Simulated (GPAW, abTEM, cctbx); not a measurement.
# CdNiGe: the scripts behind a bonding study

Short scripts, each with its output. The start was made by putting kin elements into a known structure type; the compound need not exist, or be stable, in this form.

### 1. Build the all-electron density and subtract free atoms

```text
cell
1.0
     4.579999780    0.000000000    0.000000000
    -2.289999890    3.966396160    0.000000000
     0.000000000    0.000000000    5.569459170
Cd Ge Ni
2 2 2
Direct
0.333333330 0.666666670 0.750000000
0.666666670 0.333333330 0.250000000
0.333333330 0.666666670 0.250000000
0.666666670 0.333333330 0.750000000
0.000000000 0.000000000 0.500000000
0.000000000 0.000000000 0.000000000
```

```python
import numpy as np
from ase.io import read
from ase.units import Bohr
from gpaw import GPAW, PW, FermiDirac
from gpaw.calculator import GPAW as OldGPAW
from gpaw.mpi import serial_comm, world
from scipy.special import erfc
from scipy.spatial import cKDTree

atoms = read("cell.vasp")
atoms.set_initial_magnetic_moments([0, 0, 0, 0, 1.5, 1.5])
atoms.calc = GPAW(mode=PW(450), xc="PBE", kpts={"size": (6, 6, 4), "gamma": True},
                 occupations=FermiDirac(0.1), maxiter=120, symmetry={"tolerance": 1e-5}, txt="scf.txt")
atoms.get_potential_energy()
rho = atoms.calc.get_all_electron_density(gridrefinement=2)
moments = atoms.get_magnetic_moments() if atoms.calc.get_number_of_spins() == 2 else np.zeros(len(atoms))
total = atoms.get_magnetic_moment() if moments.any() else 0.0
if world.rank == 0:
    free = OldGPAW(mode=PW(450), xc="PBE", txt=None, communicator=serial_comm)
    neutral = atoms.copy()
    neutral.set_initial_magnetic_moments(None)
    free.initialize(neutral)
    free.set_positions(neutral)
    drho = rho - free.get_all_electron_density(gridrefinement=2)
    # GPAW starts from confined atoms: exchange their smooth part for that of the datasets' free atoms
    h = np.stack(np.meshgrid(*[np.fft.fftfreq(n, 1 / n) for n in drho.shape], indexing="ij"), -1)
    gabs = np.linalg.norm(h @ atoms.cell.reciprocal(), axis=-1)
    tails = np.fft.fftn(free.get_pseudo_density(gridrefinement=2))
    g, form, v0 = np.linspace(0, gabs.max(), 1500), {}, 0
    for e in set(atoms.symbols):
        idx = atoms.symbols.search(e)
        d = free.setups[idx[0]].data
        r, w = d.rgd.r_g * Bohr, d.rgd.r_g**2 * d.rgd.dr_g
        j0 = np.sinc(2 * g[:, None] * r)
        smooth = sum(f * p**2 for f, p in zip(d.f_j, d.phit_jg)) + np.sqrt(4 * np.pi) * d.nct_g
        full = sum(f * p**2 for f, p in zip(d.f_j, d.phi_jg)) + np.sqrt(4 * np.pi) * d.nc_g
        phase = sum(np.exp(-2j * np.pi * h @ s) for s in atoms.get_scaled_positions()[idx])
        tails -= np.interp(gabs, g, j0 @ (smooth * w)) * phase * drho.size / atoms.get_volume()
        form[e] = j0 @ (full * w)
        v0 += 2 * np.pi / 3 * 14.3996 * (full * w * r**2).sum() * len(idx)  # V A^3
    tails *= 0.5 * erfc((gabs - 1.8) / 0.25)  # the tails differ at long wavelengths alone
    drho += np.fft.ifftn(tails).real  # crystal minus superposed spherical free atoms
    np.save("drho.npy", drho)
    dv = atoms.get_volume() / drho.size
    print("grid", drho.shape, " electrons %.3f" % (rho.sum() * dv), " moved by bonding %.3f e" % (abs(drho).sum() * dv / 2))
    pts = np.indices(drho.shape).reshape(3, -1).T / drho.shape @ atoms.cell
    shifts = (np.indices((3, 3, 3)).reshape(3, -1).T - 1) @ atoms.cell
    images = (atoms.positions[None] + shifts[:, None]).reshape(-1, 3)
    dist, idx = cKDTree(images).query(pts, k=4)
    out = drho.ravel()[dist[:, 0] > 0.5]
    print("deformation density beyond 0.5 A of the nuclei: max %.3f, min %.3f e/A^3" % (out.max(), out.min()))
    tie = dist < dist[:, :1] + 1e-4
    q = -np.bincount((idx % len(atoms))[tie], (drho.ravel()[:, None] / tie.sum(1, keepdims=True) * tie)[tie], len(atoms)) * dv
    print("atom        x       y       z   Voronoi charge  moment")
    for a, s, c, m in zip(atoms, atoms.get_scaled_positions(), q, moments):
        print("%-2s%-3d %7.4f %7.4f %7.4f %10.3f %10.2f" % (a.symbol, a.index + 1, *s, c, m))
    np.savez("free.npz", g=g, **form)
    print("mean inner potential of superposed free atoms %.3f V" % (v0 / atoms.get_volume()))
    print("total magnetic moment %.3f muB" % total)
```

```console
$ OMP_NUM_THREADS=1 mpirun -n 4 gpaw python run.py > gpaw.log
```

```text
grid (48, 48, 56)  electrons 216.000  moved by bonding 0.796 e
deformation density beyond 0.5 A of the nuclei: max 0.194, min -0.081 e/A^3
atom        x       y       z   Voronoi charge  moment
Cd1    0.3333  0.6667  0.7500      0.264      -0.00
Cd2    0.6667  0.3333  0.2500      0.264      -0.00
Ge3    0.3333  0.6667  0.2500     -0.056      -0.00
Ge4    0.6667  0.3333  0.7500     -0.056      -0.00
Ni5    0.0000  0.0000  0.5000     -0.208      -0.00
Ni6    0.0000  0.0000  0.0000     -0.208       0.00
mean inner potential of superposed free atoms 21.355 V
total magnetic moment 0.000 muB
```

Time: 34 s on 4 cores of Intel(R) Xeon(R) Platinum 8488C (Sapphire Rapids) (shared host), peak memory 0.91 GiB.

### 2. Fourier-transform the difference

```python
from cctbx import adptbx, crystal, miller, xray
from cctbx.eltbx import tiny_pse
import numpy as np

cs = crystal.symmetry(unit_cell=(4.58, 4.58, 5.5695, 90, 90, 120), space_group_symbol='Hall: -P 6c 2c')  # P6_3/mmc
atoms = [  # label, site, U (iso, or U11 U22 U33 U12 U13 U23 in A^2), occupancy
    ("Cd1", (1/3, 2/3, 0.75), 0.0000, 1),
    ("Ge1", (1/3, 2/3, 0.25), 0.0000, 1),
    ("Ni1", (0, 0, 0.5), 0.0000, 1),
]
xs = xray.structure(crystal_symmetry=cs)
for label, site, u, occ in atoms:
    u = adptbx.u_cif_as_u_star(cs.unit_cell(), u) if isinstance(u, tuple) else u
    xs.add_scatterer(xray.scatterer(label, site=site, u=u, occupancy=occ))
xs.scattering_type_registry(table="wk1995")
drho = np.load("drho.npy")
T = np.array([[1, 0, 0], [0, 1, 0], [0, 0, 1]])  # conventional axes in terms of the primitive ones
dF = np.fft.ifftn(drho) * 101.17532  # electrons a conventional cell, indexed by primitive hkl
ms = miller.build_set(cs, anomalous_flag=False, d_min=0.9).sort("resolution")
iam = ms.structure_factors_from_scatterers(xs, algorithm="direct").f_calc()
p1 = xs.expand_to_p1()
z = np.array([tiny_pse.table(sc.scattering_type).atomic_number() for sc in p1.scatterers()])
x = np.array(p1.sites_frac())
free = np.load("free.npz")
print("static structure factors of the conventional cell: F in electrons, V (Mott-Bethe) in volts")
print("   h  k  l      d  |F| table  |F| free   |F| DFT   change   |V| free  |V| DFT  change %")
for h, d, table in list(zip(ms.indices(), ms.d_spacings().data(), iam.data()))[:16]:
    df = dF[tuple(np.rint(np.linalg.solve(T, h)).astype(int))]
    phase = np.exp(2j * np.pi * x @ h)
    f = sum(np.interp(1 / d, free["g"], free[sc.scattering_type]) * p for sc, p in zip(p1.scatterers(), phase))
    fz = (z * phase).sum()
    c = 14.3996 * d * d / (np.pi * cs.unit_cell().volume())
    v0, v1 = abs(fz - f) * c, abs(fz - f - df) * c
    print("%4d%3d%3d %7.4f %9.3f %9.3f %9.3f %8.3f %9.3f %8.3f %8s" % (h + (d, abs(table), abs(f), abs(f + df), abs(f + df) - abs(f), v0, v1, "%.1f" % (100 * (v1 / v0 - 1)) if v0 > 0.02 else "-")))
```

```console
$ python run.py
```

```text
static structure factors of the conventional cell: F in electrons, V (Mott-Bethe) in volts
   h  k  l      d  |F| table  |F| free   |F| DFT   change   |V| free  |V| DFT  change %
   1  0  0  3.9664    22.098    22.113    21.601   -0.512     1.345    1.710     27.1
   1  0  1  3.2308    24.839    24.789    24.548   -0.241     1.383    1.496      8.2
   0  0  2  2.7848    87.190    87.272    86.779   -0.494     5.877    6.050      3.0
   1  1  0  2.2900   168.485   168.135   168.085   -0.050    11.371   11.383      0.1
   1  0  2  2.2791   105.573   105.293   105.381    0.089     7.226    7.205     -0.3
   2  0  0  1.9832    18.964    19.096    18.826   -0.270     0.874    0.922      5.5
   2  0  1  1.8683    20.433    20.449    20.507    0.058     1.149    1.139     -0.8
   1  1  2  1.7688    75.229    75.214    74.954   -0.259     4.080    4.117      0.9
   1  0  3  1.6814    19.318    19.371    19.435    0.064     1.068    1.060     -0.8
   2  0  2  1.6154    91.362    91.021    91.142    0.121     5.317    5.303     -0.3
   2  1  0  1.4992    17.408    17.477    17.409   -0.068     0.664    0.671      1.0
   2  1  1  1.4476    17.748    17.832    17.912    0.080     0.938    0.930     -0.8
   0  0  4  1.3924   134.742   134.410   134.708    0.298     7.166    7.140     -0.4
   2  0  3  1.3553    17.095    17.188    17.255    0.067     0.876    0.870     -0.6
   3  0  0  1.3221   130.657   130.384   130.628    0.243     6.780    6.761     -0.3
   2  1  2  1.3200    81.459    81.265    81.440    0.174     4.321    4.307     -0.3
```

Time: 0.23 s on 1 core of Intel(R) Xeon(R) Platinum 8488C (Sapphire Rapids) (shared host), peak memory 0.08 GiB.

### 3. Propagate a plane wave with and without the bonding term

```python
import abtem
import numpy as np
from ase.build import make_supercell
from ase.io import read

abtem.config.set({"dask.lazy": False, "fft": "fftw", "diagnostics.progress_bar": False})
M = [[0, 0, 1], [-1, -2, 0], [1, 0, 0]]  # rows: x, y and beam direction in the primitive cell's axes
unit = make_supercell(read("cell.vasp"), M)
unit.set_cell(list(unit.cell.lengths()) + [90, 90, 90], scale_atoms=True)
unit.positions[:, 2] += 0.5725  # keeps atomic planes off the slice boundaries
unit.wrap()
slab = unit * (2, 2, 132)
print(slab.get_chemical_formula(), "| box %.2f x %.2f x %.2f A" % tuple(slab.cell.lengths()))

# change of the potential by bonding, from the DFT deformation density (Poisson's equation term by term)
drho = np.load("drho.npy")
prim = read("cell.vasp")
h = np.stack(np.meshgrid(*[np.fft.fftfreq(n, 1 / n) for n in drho.shape], indexing="ij"), -1).reshape(-1, 3).astype(int)
g2 = ((h @ prim.cell.reciprocal()) ** 2).sum(1)
keep = (g2 > 0) & (g2 < 2.5**2)
shape = (160, 227, 28)
vg = np.zeros(shape, complex)
hm = h[keep] @ np.array(M).T
move = np.exp(-2j * np.pi * hm[:, 2] * (0.5725 / unit.cell[2, 2] - 0.5 / shape[2]))  # the same shift, sampled at mid-points
vg[tuple(hm.T % np.array(shape)[:, None])] = -14.3996 / np.pi * (np.fft.fftn(drho).ravel() / drho.size)[keep] / g2[keep] * move
dV = np.fft.ifftn(vg).real * vg.size
dV = dV.reshape(160, 227, 4, 7).mean(3) * unit.cell[2, 2] / 4  # V A, projected in each slice
dV = np.tile(dV.transpose(2, 0, 1), (132, 2, 2))


def build(atoms):
    p = abtem.Potential(atoms, gpts=(320, 454), slice_thickness=[slab.cell[2, 2] / 528] * 528,
                        parametrization="lobato", projection="infinite", exit_planes=44).build()
    p.array[:] += BONDING * dV
    return p


sigmas = {'Cd': 0.072, 'Ge': 0.078, 'Ni': 0.08}  # r.m.s. displacement along each axis, A
u = np.array([sigmas[s] for s in slab.symbols])[:, None]
rng = np.random.default_rng(851)


def potentials():
    for _ in range(3):  # frozen phonons, one configuration at a time
        atoms = slab.copy()
        atoms.positions += u * rng.standard_normal((len(atoms), 3))
        atoms.wrap()
        yield build(atoms)


for label, BONDING in (("IAM", 0.0), ("DFT", 1.0)):
    print("=====", label)
    rng = np.random.default_rng(851)  # the same displacements for both
    potential = build(slab)
    print("grid", potential.gpts, "slices", potential.num_slices)
    thickness = potential.exit_thicknesses
    wave = abtem.PlaneWave(energy=300000)
    dp = np.mean([wave.multislice(p).diffraction_patterns(max_angle="valid").array for p in potentials()], axis=0)
    hkl = [(0, 0, 0), (0, 0, 1), (0, 1, 0), (0, 1, 1), (0, 0, 2), (0, 1, 2), (0, 2, 0)]
    nx, ny = dp.shape[-2:]
    print("intensity of each beam, fraction of the incident wave")
    print("  t (A)" + "".join("%9s" % " ".join(map(str, h)) for h in hkl) + "  diffuse    total")
    grid = np.zeros((nx, ny), bool)
    grid[nx // 2 % 2::2, ny // 2 % 2::2] = True
    for t, a in list(zip(thickness, dp))[1:]:
        idx = [np.rint(np.array(M) @ np.linalg.solve([[1, 0, 0], [0, 1, 0], [0, 0, 1]], h)).astype(int) for h in hkl]
        print("%7.1f" % t + "".join("%9.5f" % a[nx // 2 + i[0] * 2, ny // 2 + i[1] * 2] for i in idx) + "%9.4f%9.4f" % (a[~grid].sum(), a.sum()))
```

```console
$ python run.py
```

```text
Cd2112Ge2112Ni2112 | box 11.14 x 15.87 x 604.56 A
===== IAM
grid (320, 454) slices 528
intensity of each beam, fraction of the incident wave
  t (A)    0 0 0    0 0 1    0 1 0    0 1 1    0 0 2    0 1 2    0 2 0  diffuse    total
   50.4  0.49966  0.00000  0.00142  0.00185  0.01157  0.03077  0.00130   0.0549   0.9969
  100.8  0.29159  0.00003  0.00700  0.01251  0.00082  0.04670  0.00419   0.1389   0.9922
  151.1  0.37872  0.00006  0.00753  0.00817  0.00078  0.03622  0.00102   0.1949   0.9889
  201.5  0.59614  0.00006  0.00465  0.00029  0.00346  0.00816  0.00083   0.2215   0.9867
  251.9  0.44554  0.00012  0.00030  0.00226  0.00796  0.01885  0.00155   0.2383   0.9850
  302.3  0.29844  0.00007  0.00400  0.00875  0.00412  0.03197  0.00070   0.2756   0.9823
  352.7  0.31961  0.00009  0.00803  0.00680  0.00035  0.02530  0.00240   0.3015   0.9800
  403.0  0.39250  0.00008  0.00435  0.00202  0.00263  0.01186  0.00184   0.3195   0.9780
  453.4  0.35650  0.00006  0.00041  0.00524  0.00946  0.00992  0.00023   0.3323   0.9762
  503.8  0.29993  0.00010  0.00124  0.00917  0.00512  0.01283  0.00120   0.3501   0.9740
  554.2  0.27911  0.00008  0.00663  0.00791  0.00013  0.01343  0.00085   0.3665   0.9718
  604.6  0.27920  0.00006  0.00840  0.00620  0.00289  0.01107  0.00025   0.3805   0.9697
===== DFT
grid (320, 454) slices 528
intensity of each beam, fraction of the incident wave
  t (A)    0 0 0    0 0 1    0 1 0    0 1 1    0 0 2    0 1 2    0 2 0  diffuse    total
   50.4  0.50162  0.00000  0.00121  0.00169  0.01216  0.03035  0.00146   0.0549   0.9969
  100.8  0.29215  0.00003  0.00675  0.01306  0.00112  0.04678  0.00484   0.1387   0.9922
  151.1  0.36024  0.00005  0.01021  0.00919  0.00032  0.03835  0.00145   0.1952   0.9888
  201.5  0.57074  0.00005  0.00934  0.00071  0.00355  0.00953  0.00072   0.2231   0.9866
  251.9  0.43685  0.00011  0.00157  0.00293  0.00914  0.01795  0.00163   0.2410   0.9849
  302.3  0.30303  0.00007  0.00245  0.01118  0.00670  0.03064  0.00103   0.2764   0.9822
  352.7  0.29975  0.00008  0.00952  0.00890  0.00112  0.02687  0.00327   0.3011   0.9800
  403.0  0.35233  0.00006  0.00865  0.00363  0.00206  0.01423  0.00286   0.3206   0.9779
  453.4  0.32899  0.00006  0.00260  0.00776  0.01150  0.00958  0.00009   0.3348   0.9760
  503.8  0.29516  0.00012  0.00052  0.01267  0.00770  0.01028  0.00160   0.3516   0.9739
  554.2  0.26369  0.00012  0.00717  0.01123  0.00052  0.01209  0.00201   0.3668   0.9717
  604.6  0.23793  0.00011  0.01226  0.00982  0.00242  0.01246  0.00062   0.3818   0.9695
```

Time: 82 s.

### 4. Rock the beam across one reflection

```python
import abtem
import numpy as np
from ase.build import make_supercell
from ase.io import read

abtem.config.set({"dask.lazy": False, "fft": "fftw", "diagnostics.progress_bar": False})
M = [[0, 0, 1], [-1, -2, 0], [1, 0, 0]]  # rows: x, y and beam direction in the primitive cell's axes
unit = make_supercell(read("cell.vasp"), M)
unit.set_cell(list(unit.cell.lengths()) + [90, 90, 90], scale_atoms=True)
unit.positions[:, 2] += 1.1450  # keeps atomic planes off the slice boundaries
unit.wrap()
slab = unit * (1, 1, 108)
print(slab.get_chemical_formula(), "| box %.2f x %.2f x %.2f A" % tuple(slab.cell.lengths()))

# change of the potential by bonding, from the DFT deformation density (Poisson's equation term by term)
drho = np.load("drho.npy")
prim = read("cell.vasp")
h = np.stack(np.meshgrid(*[np.fft.fftfreq(n, 1 / n) for n in drho.shape], indexing="ij"), -1).reshape(-1, 3).astype(int)
g2 = ((h @ prim.cell.reciprocal()) ** 2).sum(1)
keep = (g2 > 0) & (g2 < 2.5**2)
shape = (124, 177, 26)
vg = np.zeros(shape, complex)
hm = h[keep] @ np.array(M).T
move = np.exp(-2j * np.pi * hm[:, 2] * (1.1450 / unit.cell[2, 2] - 0.5 / shape[2]))  # the same shift, sampled at mid-points
vg[tuple(hm.T % np.array(shape)[:, None])] = -14.3996 / np.pi * (np.fft.fftn(drho).ravel() / drho.size)[keep] / g2[keep] * move
dV = np.fft.ifftn(vg).real * vg.size
dV = dV.reshape(124, 177, 2, 13).mean(3) * unit.cell[2, 2] / 2  # V A, projected in each slice
dV = np.tile(dV.transpose(2, 0, 1), (108, 1, 1))


def build(atoms):
    p = abtem.Potential(atoms, gpts=(124, 177), slice_thickness=[slab.cell[2, 2] / 216] * 216,
                        parametrization="lobato", projection="infinite", exit_planes=54).build()
    p.array[:] += BONDING * dV
    return p


def potentials():
    yield build(slab)  # atoms at rest


for label, BONDING in (("IAM", 0.0), ("DFT", 1.0)):
    print("=====", label)
    potential = build(slab)
    print("grid", potential.gpts, "slices", potential.num_slices)
    thickness = potential.exit_thicknesses
    h = np.array(M) @ np.linalg.solve(np.array([[1, 0, 0], [0, 1, 0], [0, 0, 1]]), [0, 0, 2])
    ix, iy = round(h[0]) * 1, round(h[1]) * 1
    gxy = h[:2] / unit.cell.lengths()[:2]
    along = gxy / np.hypot(*gxy)
    across = np.array([-along[1], along[0]])
    bragg = 500 * abtem.PlaneWave(energy=300000).wavelength * np.hypot(*gxy)
    print("Bragg angle %.3f mrad; beam tilted 55 mrad off the zone axis across the row" % bragg)
    print("dark-field intensity of 0 0 2 against tilt along the row, in Bragg angles")
    print("  t (A)" + "".join("%8.2f" % s for s in [0.2, 0.4, 0.6, 0.8, 1.0, 1.2, 1.4, 1.6, 1.8, 2.0, 2.2, 2.4, 2.6]))
    rows = []
    row = [(n * ix, n * iy) for n in range(-8, 9)]
    for s in [0.2, 0.4, 0.6, 0.8, 1.0, 1.2, 1.4, 1.6, 1.8, 2.0, 2.2, 2.4, 2.6]:
        tilt = -s * bragg * along + 55 * across
        dp = abtem.PlaneWave(energy=300000, tilt=tuple(tilt)).multislice(potential).diffraction_patterns(max_angle="valid").array
        rows.append(dp[:, dp.shape[1] // 2 + ix, dp.shape[2] // 2 + iy])
        if s == 1.0:
            cx, cy = dp.shape[1] // 2, dp.shape[2] // 2
            share = sum(dp[:, cx + i, cy + j] for i, j in row if abs(i) < cx and abs(j) < cy) / dp.sum(axis=(1, 2))
            total = dp.sum(axis=(1, 2))
    for t, a in list(zip(thickness, np.array(rows).T))[1:]:
        print("%7.1f" % t + "".join("%8.4f" % v for v in a))
    print("at the Bragg tilt, share in the row:", share[1:].round(3).tolist(), "total:", total[1:].round(3).tolist())
```

```console
$ python run.py
```

```text
Cd432Ge432Ni432 | box 5.57 x 7.93 x 494.64 A
===== IAM
grid (124, 177) slices 216
Bragg angle 3.535 mrad; beam tilted 55 mrad off the zone axis across the row
dark-field intensity of 0 0 2 against tilt along the row, in Bragg angles
  t (A)    0.20    0.40    0.60    0.80    1.00    1.20    1.40    1.60    1.80    2.00    2.20    2.40    2.60
  123.7  0.2034  0.2175  0.2274  0.2336  0.2359  0.2337  0.2274  0.2175  0.2034  0.1856  0.1653  0.1437  0.1219
  247.3  0.4111  0.5255  0.6104  0.6679  0.6951  0.6683  0.6102  0.5255  0.4113  0.2974  0.1914  0.1042  0.0406
  371.0  0.3220  0.3956  0.3588  0.3525  0.3978  0.3530  0.3585  0.3955  0.3222  0.1930  0.0560  0.0133  0.0451
  494.6  0.0753  0.0900  0.0505  0.0585  0.1073  0.0585  0.0504  0.0900  0.0753  0.0151  0.0009  0.0226  0.0502
at the Bragg tilt, share in the row: [0.8270000219345093, 0.7390000224113464, 0.675000011920929, 0.5809999704360962] total: [0.9950000047683716, 0.9869999885559082, 0.9819999933242798, 0.9760000109672546]
===== DFT
grid (124, 177) slices 216
Bragg angle 3.535 mrad; beam tilted 55 mrad off the zone axis across the row
dark-field intensity of 0 0 2 against tilt along the row, in Bragg angles
  t (A)    0.20    0.40    0.60    0.80    1.00    1.20    1.40    1.60    1.80    2.00    2.20    2.40    2.60
  123.7  0.2121  0.2269  0.2372  0.2438  0.2461  0.2438  0.2372  0.2268  0.2121  0.1935  0.1724  0.1499  0.1272
  247.3  0.4148  0.5319  0.6182  0.6766  0.7041  0.6769  0.6181  0.5319  0.4149  0.2983  0.1906  0.1022  0.0384
  371.0  0.3030  0.3748  0.3379  0.3306  0.3744  0.3310  0.3376  0.3747  0.3031  0.1769  0.0467  0.0104  0.0477
  494.6  0.0709  0.0871  0.0443  0.0415  0.0859  0.0415  0.0442  0.0870  0.0709  0.0099  0.0008  0.0243  0.0490
at the Bragg tilt, share in the row: [0.8259999752044678, 0.7409999966621399, 0.6729999780654907, 0.5830000042915344] total: [0.9950000047683716, 0.9869999885559082, 0.9819999933242798, 0.9760000109672546]
```

Time: 23 s.

[Outputs are excerpts: Python notices, other lines and further rows are left out; steps that failed or that the build refused (PBEsol, TPSS) are not shown.]

[Logs are printed without paths, hosts, clocks, repeated set-up lines and the standing remarks that a program may print on its own settings, such as how far it seeks lower states.]
